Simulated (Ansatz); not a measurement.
# Tunnelling across a broken Sb chain: predicting one gap

Set-up. Ansatz 0.2.0, plane waves with PAW datasets at the program's default cutoffs, Fermi-Dirac smearing of 0.05 eV, chains in boxes 7.5 Å wide or more, moments seeded when the perfect chain is relaxed. PBE, no spin-orbit coupling; one bond is opened by s Å beyond its relaxed length, the other atoms of a straight cell of 12 kept, without spin, and the conductance taken at 300 K.

| run | G (G₀) | largest error term (%) | s | ln G |
| --- | --- | --- | --- | --- |
| +1.2 Å | 0.8601 | 6 | 1.2 | −0.1507 |
| +1.8 Å | 0.2498 | 8 | 1.8 | −1.387 |
| +2.5 Å | 0.05288 | 10 | 2.5 | −2.94 |
| +3.3 Å | 0.008765 | 13 | 3.3 | −4.737 |

One run is withheld: run = +4.2 Å, with s = 4.2. Fit a straight line ln G = a + b × s to the 4 rows shown and predict it.

**Fit.** The means are 2.2 for s and −2.304 for ln G. The sum of products of deviations is −5.387 and the sum of squares in s is 2.46, so b = −5.387 / 2.46 = −2.19 and a = −2.304 − (−2.19) × 2.2 = 2.514. The residuals' standard deviation, with 2 degrees of freedom, is σ = 0.045.

**Prediction.** ln G = 2.514 + (−2.19) × 4.2 = −6.683, that is 0.00125 G₀. The run gave 0.00116 G₀ (ln G = −6.763), so the prediction less the run is +0.08. The standard error of a prediction there, σ√(1 + 1/4 + (4.2 − 2.2)²/2.46), is 0.076, and the miss is 1 times that, for a point outside the fitted range. With so few rows σ is itself uncertain.

**Limits.** Between neighbouring runs the slope of ln G lies between −2.25 and −2.06 per Å, so one exponential is an approximation. Error terms (up to 16 %, withheld run included) bound how much a small miss can mean. Broken ends may want a moment where none was allowed. No image potential, spin-orbit coupling or relaxation; a bent or dimerised chain may be lower in energy. Series of this kind are told only where this holds: one magnetic state in all runs, error terms under 60 %, and the runs' own leads conduct as the perfect chain does. 36 of 42 did.
